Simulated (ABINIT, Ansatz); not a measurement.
# Converging GW for NaLiICl (P4/mmm) in ABINIT, part 2 of 2

Wanted: a converged G0W0 gap of NaLiICl (P4/mmm), or an estimate of the limit.

ABINIT 10.8.3; LDA and many-body steps on it, plane waves. Known limits of the many-body steps: not at the basis limit; no spin-orbit coupling; coarse k mesh.

So far. Step 3 (Screening, 2×2×2 mesh, 34 bands, screening to 62.6 eV): Local fields lower ε∞ by 15 %. On a Γ-centred mesh this coarse the value itself is usually too large, while a short band sum pulls it down. Step 4 (34 bands, 62.6 eV): The gap on the mesh goes from 3.85 eV to 5.90 eV, a correction of +2.06 eV.

## 6. 81 bands, 114.3 eV

This step: G0W0 on LDA, plane waves, norm-conserving pseudopotentials.

run.abi

```
acell 3*1.0 Angstrom
rprim 
  4.091636000000 0.000000000000 0.000000000000
  0.000000000000 4.091636000000 0.000000000000
  0.000000000000 0.000000000000 6.215344000000
ntypat 4
znucl 11 3 53 17
natom 4
typat 1 2 3 4
xred 
  0.500000000000 0.500000000000 0.500000000000
  0.000000000000 0.000000000000 0.000000000000
  0.500000000000 0.500000000000 0.000000000000
  0.000000000000 0.000000000000 0.500000000000
pp_dirpath "pseudos"
pseudos "Na.upf, Li.upf, I.upf, Cl.upf"
ecut 38
ngkpt 2 2 2
nshiftk 1
shiftk 0 0 0
kptopt 1
chksymbreak 0
istwfk *1
occopt 1
irdwfk 1
optdriver 4
nband 81
gwcalctyp 0
ecutsigx 38
symsigma 1
nkptgw 2
kptgw 
  0.5000000000 0.0000000000 0.5000000000
  0.0000000000 0.0000000000 0.0000000000
bdgw 
  12 15
  12 15
ecuteps 4.2
irdscr 1
ppmodel 1
indata_prefix "in"
outdata_prefix "out"
tmpdata_prefix "tmp"
```

Started as:

```bash
> OMP_NUM_THREADS=1 mpirun -n 4 abinit run.abi > log
```

Numbers of over 12 decimals in the logs are rounded to 6 here.

Log:

```text
.Version 10.8.3 of ABINIT. v10.8.2 released Aug 2026.

 Symmetries : space group P4/m m m (#123); Bravais tP (primitive tetrag.)
[... echo of the input left out ...]
== DATASET  1 ==================================================================
-   mpi_nproc: 4, omp_nthreads: 1 (-1 if OMP is not activated)

--- !DatasetInfo
iteration_state: {dtset: 1, }
dimensions: {natom: 4, nkpt: 6, mband: 81, nsppol: 1, nspinor: 1, nspden: 1, mpw: 7872, }
cutoff_energies: {ecut:  38.0, pawecutdg:  -1.0, }
electrons: {nelect:   2.60000000E+01, charge:   0.00000000E+00, occopt:   1.00000000E+00, tsmear:   1.00000000E-02, }

 SIGMA: Calculation of the GW corrections

 Based on a program developped by R.W. Godby, V. Olevano, G. Onida, and L. Reining.
 Incorporated in ABINIT by V. Olevano, G.-M. Rignanese, and M. Torrent.
.Using double precision arithmetic ; gwpc =  8

[... cell and pseudopotentials left out ...]
--------------------------------------------------------------------------------

 ==== K-mesh for the wavefunctions ====
 Number of points in the irreducible wedge :     6
[... list of points left out ...]
 Together with 16 symmetry operations and time-reversal symmetry
 yields     8 points in the full Brillouin Zone.

 ==== Q-mesh for screening function ====
 Number of points in the irreducible wedge :     6
[... list of points left out ...]
 Together with 16 symmetry operations and time-reversal symmetry
 yields     8 points in the full Brillouin Zone.

 vcoul_init : cutoff-mode = AUXILIARY_FUNCTION
 q-points for optical limit:   1
     1)      0.000010    0.000020    0.000030
 setmesh: FFT mesh size selected  =    45x   45x   72
          total number of points  =       145800

 Number of electrons calculated from density =   26.0000; Expected =   26.0000
[...]
number of omega for Sigma on real axis              0
 max omega for Sigma on real axis  [eV]           0.00
 zcut for avoiding poles [eV]                     0.10

 EPSILON^-1 parameters (SCR file):
 dimension of the eps^-1 matrix on file            287
 dimension of the eps^-1 matrix used               287
 number of plane-waves for wavefunctions          7837
 number of bands                                    81
 number of q-points in IBZ                           6
 number of frequencies                               2
 number of real frequencies                          1
 number of imag frequencies                          1

 matrix elements of self-energy operator (all in [eV])

 Perturbative Calculation

--- !SelfEnergy_ee
iteration_state: {dtset: 1, }
kpoint     : [   0.500,    0.000,    0.500, ]
spin       : 1
KS_gap     :    4.587
QP_gap     :    6.577
Delta_QP_KS:    1.990
data: !SigmaeeData |
     Band     E0 <VxcDFT>   SigX SigC(E0)      Z dSigC/dE  Sig(E)    E-E0       E
       12  -0.494 -12.026 -15.122   1.980   0.805  -0.243 -12.924  -0.898  -1.392
       13   0.075 -11.444 -14.328   1.818   0.812  -0.231 -12.310  -0.867  -0.791
       14   4.662  -7.441  -3.202  -2.903   0.841  -0.189  -6.317   1.123   5.786
[...]
--- !SelfEnergy_ee
iteration_state: {dtset: 1, }
kpoint     : [   0.000,    0.000,    0.000, ]
spin       : 1
KS_gap     :    4.142
QP_gap     :    6.331
Delta_QP_KS:    2.189
data: !SigmaeeData |
     Band     E0 <VxcDFT>   SigX SigC(E0)      Z dSigC/dE  Sig(E)    E-E0       E
[...]
14   3.925  -8.236  -3.756  -2.959   0.841  -0.188  -6.957   1.279   5.204
       15   5.327  -8.452  -3.776  -3.024   0.836  -0.196  -7.070   1.382   6.709

== END DATASET(S) ==============================================================
================================================================================

 -outvars: echo values of variables after computation  --------
           etotal      0.0000000000E+00
            nband          81
             nkpt           6
          spgroup         123
 [... the other variables as echoed above ...]

 Calculation completed.
```

It took 15 s on 4 MPI ranks of Arm Neoverse N1, shared host; peak memory 0.87 GiB.

This step gave:

| Property | Result |
| --- | --- |
| G0W0 gap on the points computed | 5.995 eV |
| starting gap on the mesh | 3.850 eV |
| k of the valence top | 0.5, 0, 0.5 |
| k of the conduction bottom | 0, 0, 0 |
| Z at the valence top | 0.812 |
| Z at the conduction bottom | 0.841 |
| least direct G0W0 gap on the computed points | 6.331 eV |

Against G0W0 in ABINIT (2×2×2 mesh, 34 bands, screening to 62.6 eV, Godby-Needs plasmon pole), the gap moves by +0.090 eV.

## 7. Screening, 2×2×2 mesh, 182 bands, screening to 176.9 eV

This step: RPA screening on LDA, plane waves, norm-conserving pseudopotentials.

Edit run.abi of step 6 so:

```diff
@@ -25,17 +25,8 @@
 irdwfk 1
-optdriver 4
-nband 81
-gwcalctyp 0
-ecutsigx 38
-symsigma 1
-nkptgw 2
-kptgw 
-  0.5000000000 0.0000000000 0.5000000000
-  0.0000000000 0.0000000000 0.0000000000
-bdgw 
-  12 15
-  12 15
-ecuteps 4.2
-irdscr 1
-ppmodel 1
+optdriver 3
+nband 182
+ecuteps 6.5
+inclvkb 2
+awtr 1
+symchi 1
 indata_prefix "in"
```

Log:

```text
.Version 10.8.3 of ABINIT. v10.8.2 released Aug 2026.

 Symmetries : space group P4/m m m (#123); Bravais tP (primitive tetrag.)
[... echo of the input left out ...]
== DATASET  1 ==================================================================
-   mpi_nproc: 4, omp_nthreads: 1 (-1 if OMP is not activated)

--- !DatasetInfo
iteration_state: {dtset: 1, }
dimensions: {natom: 4, nkpt: 6, mband: 182, nsppol: 1, nspinor: 1, nspden: 1, mpw: 7872, }
cutoff_energies: {ecut:  38.0, pawecutdg:  -1.0, }
[...]
--------------------------------------------------------------------------------
[... chi0 elements left out ...]
 For q-point:  0.000010 0.000020 0.000030
  dielectric constant =   3.9030
  dielectric constant without local fields =   4.6279

  Average fulfillment of the sum rule on Im[epsilon] for q-point    1 :     72.29  [%]
[... wings left out ...]
  q-point number  2        q = ( 0.500000, 0.000000, 0.000000) [r.l.u.]
--------------------------------------------------------------------------------
[... chi0 elements left out ...]
  Average fulfillment of the sum rule on Im[epsilon] for q-point    2 :     75.13  [%]

 [... 4 further q-points ...]
```

It took 76 s on 4 MPI ranks; peak memory 1.6 GiB; 5 min of CPU time.

Numbers from this step:

```yaml
eps_infinity_with_local_fields_on_this_mesh_along_the_program_s_q_direction: 3.903
the_same_without_local_fields: 4.628
plasma_frequency: 18.56 eV
plane_waves_in_the_screening_matrix: 537
```

## 8. 182 bands, 176.9 eV

This step: G0W0 on LDA, plane waves, norm-conserving pseudopotentials.

Edit run.abi of step 7 so:

```diff
@@ -25,8 +25,17 @@
 irdwfk 1
-optdriver 3
+optdriver 4
 nband 182
+gwcalctyp 0
+ecutsigx 38
+symsigma 1
+nkptgw 2
+kptgw 
+  0.5000000000 0.0000000000 0.5000000000
+  0.0000000000 0.0000000000 0.0000000000
+bdgw 
+  12 15
+  12 15
 ecuteps 6.5
-inclvkb 2
-awtr 1
-symchi 1
+irdscr 1
+ppmodel 1
 indata_prefix "in"
```

Log:

```text
.Version 10.8.3 of ABINIT. v10.8.2 released Aug 2026.

 Symmetries : space group P4/m m m (#123); Bravais tP (primitive tetrag.)
[... echo of the input left out ...]
== DATASET  1 ==================================================================
-   mpi_nproc: 4, omp_nthreads: 1 (-1 if OMP is not activated)

--- !DatasetInfo
iteration_state: {dtset: 1, }
dimensions: {natom: 4, nkpt: 6, mband: 182, nsppol: 1, nspinor: 1, nspden: 1, mpw: 7872, }
cutoff_energies: {ecut:  38.0, pawecutdg:  -1.0, }
[...]
Band     E0 <VxcDFT>   SigX SigC(E0)      Z dSigC/dE  Sig(E)    E-E0       E
[...]
14   3.925  -8.236  -3.756  -3.171   0.839  -0.192  -7.138   1.098   5.023
       15   5.327  -8.452  -3.776  -3.241   0.835  -0.198  -7.255   1.198   6.524

== END DATASET(S) ==============================================================
================================================================================

 -outvars: echo values of variables after computation  --------
           etotal      0.0000000000E+00
            nband         182
             nkpt           6
          spgroup         123
 [... the other variables as echoed above ...]

 Calculation completed.
```

The job ended after 67 s (4 MPI ranks; peak memory 1.8 GiB; 4.5 min of CPU time).

This step gave:

* G0W0 gap on the points computed: 6.122 eV
* starting gap on the mesh: 3.850 eV
* k of the valence top: 0.5, 0, 0.5
* k of the conduction bottom: 0, 0, 0
* least direct G0W0 gap on the computed points: 6.445 eV

Against G0W0 in ABINIT (2×2×2 mesh, 81 bands, screening to 114.3 eV, Godby-Needs plasmon pole), the gap moves by +0.127 eV.

## 9. The runs together

Times are wall times on 4 MPI ranks of Arm Neoverse N1, shared host, good to a factor of about two. A run's time includes the screening step that it read.

| run | mesh | bands | screening cutoff (eV) | DFT gap (eV) | gap on the mesh (eV) | direct (eV) | ε∞ used | time |
| --- | --- | --- | --- | --- | --- | --- | --- | --- |
| 34 bands, 62.6 eV | 2×2×2 | 34 | 62.6 | 3.850 | 5.905 | 6.265 | 3.87 | 19 s |
| 81 bands, 114.3 eV | 2×2×2 | 81 | 114.3 | 3.850 | 5.995 | 6.331 | 3.89 | 39 s |
| 182 bands, 176.9 eV | 2×2×2 | 182 | 176.9 | 3.850 | 6.122 | 6.445 | 3.90 | 2.4 min |

## 10. Outcome

| Property | Result |
| --- | --- |
| 34 bands, 62.6 eV | 5.905 eV |
| 81 bands, 114.3 eV | 5.995 eV |
| 182 bands, 176.9 eV | 6.122 eV |
| known limits | not at the basis limit; no spin-orbit coupling; coarse k mesh |

**Reading.** From the first rung to the last the gap moves by +0.22 eV for 7.7 times the time. The steps are not yet shrinking, so no limit is drawn. In the G0W0 runs levels were corrected at 2 k points alone, so a gap called «on the mesh» is the least over those, and an edge elsewhere would be missed. The 2×2×2 mesh is coarse for this cell, which bears on the long-range parts of exchange and screening. The many-body steps are scalar-relativistic: spin-orbit coupling is not in them.

[Paths, hosts, dates, memory and timing lines, banners, echoed tables and standing remarks are left out of the program output.]

[Logs are printed without paths, hosts, clocks, repeated set-up lines and the standing remarks that a program may print on its own settings, such as how far it seeks lower states.]

[Runs of the session that timed out or met a known fault of the program may be left out.]

[Hosts, paths, dates, database ids (printed as entryN), source tags and the programs' standing remarks are cut or masked in the printed files.]

[G0W0 gaps are taken among the corrected bands and points alone; a level outside them can change the order at an edge.]

[Where Ansatz stands beside ABINIT at settings called matched, ABINIT's density can come from a denser mesh and the files from another edition; pairs whose starting gaps differed by over 0.03 eV were left out, so agreement reads better than it is.]
